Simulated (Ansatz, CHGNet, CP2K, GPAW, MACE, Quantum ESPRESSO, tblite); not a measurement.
# Which run comes nearest? Generalised stacking fault on (111) (glide set) of a Ge-Sn solid solution (48 atoms)

The cell holds 48 atoms: 34 Ge and 14 Sn. Its edges and angles: a = 8.334 Å, b = 7.218 Å, c = 20.867 Å, α = 90.0°, β = 79.5°, γ = 90.0°. Diamond-structure Ge lattice (a = 5.8932 Å, the value set for the mixture), cell with z along [111], 2 x 1 x 2 periods; the third cell vector is tilted by 0.917 of 1/2[1-10] and lengthened by 0.1 Å, so the cell holds one fault (glide set); displaced by a Gaussian of 0.01 Å; 14 of 48 Ge sites given to Sn at random (lattice constant by Vegard's rule between Ge and Sn). Then every atom was moved at random, 0.05 Å r.m.s. a Cartesian component.

Geometry: as built.

The reference, a calculation:

- method: Kohn-Sham DFT, PBE, PAW, plane waves (Ansatz 0.2.0); cutoff 420 eV, Γ point, fermi-dirac smearing of 0.05 eV; PAW set soft_2
- r.m.s. force component: 1.174 eV/Å
- longest force: 5.181 eV/Å
- pressure: 8.487 GPa
- SCF cycles: 10
- time: 17 s on 4 threads of Arm Neoverse V2, shared host
- CPU time: 63 s

**Question.** The same geometry is run in other programs. How far does each lie from the reference, and what does it cost?
- tblite GFN1-xTB (tblite 0.8.0; 1 thread)
- GPAW PBE, LCAO szp(dzp), h 0.2 Å (GPAW 26.7.0; 1 thread)
- MACE MPA-0 medium potential (MACE MPA-0 medium; 1 thread)
- CHGNet r2SCAN potential (CHGNet r2SCAN; 1 thread)
- CP2K PBE, DZVP-MOLOPT-SR, 489/50 Ry, diagonalisation (CP2K 2026.2; 2 threads)
- CP2K PBE, DZVP-MOLOPT-SR, 350/20 Ry, diagonalisation (CP2K 2026.2; 2 threads)
- MACE MP-0b2 small potential (MACE MP-0b2 small; 1 thread)
- CP2K PBE, DZVP-MOLOPT-SR, 244/50 Ry, diagonalisation (CP2K 2026.2; 2 threads)
- GPAW PBE, LCAO dzp, h 0.2 Å (GPAW 26.7.0; 1 thread)
- CP2K PBE, DZVP-UZH, 350/50 Ry, diagonalisation (CP2K 2026.2; 2 threads)

Differences are against the plane-wave reference, forces as r.m.s. over components; share is that over the reference's r.m.s. force, slope the least-squares factor from reference forces to these. Total energies of different programs have different zeros and aren't compared.

| run | Δ force, r.m.s. (meV/Å) | share (%) | slope | Δ pressure (GPa) | cores | CPU time | memory (GiB) |
| --- | --- | --- | --- | --- | --- | --- | --- |
| reference | - | - | - | - | 4 | 63 s | 1.7 |
| tblite GFN1-xTB | 369 | 31.4 | 1.155 | 2.04 | 1 | 3.4 s | 0.11 |
| GPAW PBE, LCAO szp(dzp), h 0.2 Å (coarse) | 171 | 14.5 | 1.122 | - | 1 | 2 min | 1.1 |
| MACE MPA-0 medium potential | 319 | 27.2 | 0.970 | -3.66 | 1 | 5.6 s | 0.69 |
| CHGNet r2SCAN potential | 597 | 50.9 | 0.545 | -5.27 | 1 | 2.6 s | 0.54 |
| CP2K PBE, DZVP-MOLOPT-SR, 489/50 Ry, diagonalisation | 57.9 | 4.94 | 0.961 | 0.445 | 2 | 3.4 min | 2.9 |
| CP2K PBE, DZVP-MOLOPT-SR, 350/20 Ry, diagonalisation (coarse) | 63.2 | 5.38 | 0.959 | 0.479 | 2 | 1.8 min | 1.7 |
| MACE MP-0b2 small potential | 332 | 28.3 | 0.962 | -4.29 | 1 | 5 s | 0.66 |
| CP2K PBE, DZVP-MOLOPT-SR, 244/50 Ry, diagonalisation (coarse) | 57.9 | 4.94 | 0.961 | 0.445 | 2 | 2.2 min | 1.2 |
| GPAW PBE, LCAO dzp, h 0.2 Å | 73.2 | 6.24 | 1.048 | - | 1 | 2.1 min | 1.2 |
| CP2K PBE, DZVP-UZH, 350/50 Ry, diagonalisation | 53.8 | 4.58 | 0.965 | 0.213 | 2 | 2.2 min | 1.7 |

Rows marked coarse were listed beforehand as settings not expected to be converged; some can still land near the reference.

Times of the machine-learned potentials are mostly Python's start and the loading of weights.

CPU time is summed over cores on a shared host, where runs went side by side, so it is rough. Symmetry, cutoffs, thresholds, outputs and thread counts weren't matched or tuned between programs; memory under MPI is the largest rank's times the ranks.

The PBE runs in local orbitals, coarse settings apart, differ by 4.6 % (CP2K PBE, DZVP-UZH, 350/50 Ry, diagonalisation) to 6.2 % (GPAW PBE, LCAO dzp, h 0.2 Å); basis, grid and potentials can all enter. Tight binding differs by 31 % (tblite GFN1-xTB); it is another model, with fitted parameters of its own, and the xTB methods hold dispersion. Machine-learned potentials differ by 27 % (MACE MPA-0 medium potential) to 51 % (CHGNet r2SCAN potential); they were trained on other programs' data, some at another functional. Runs with settings chosen to be coarse differ by 4.9 % (CP2K PBE, DZVP-MOLOPT-SR, 244/50 Ry, diagonalisation) to 15 % (GPAW PBE, LCAO szp(dzp), h 0.2 Å), their programs' other errors included. Periodic xTB results under one method name differ between programs and library versions. Machine-learned potentials mimic data converged in k, so the reference's own k-point error enters their differences. The electronic-structure runs sample only Γ, in a cell whose shortest periodic width is 7 Å, which is coarse for a cell with partly filled levels.

[Hosts, paths, dates, database ids (printed as entryN), source tags and the programs' standing remarks are cut or masked in the printed files.]
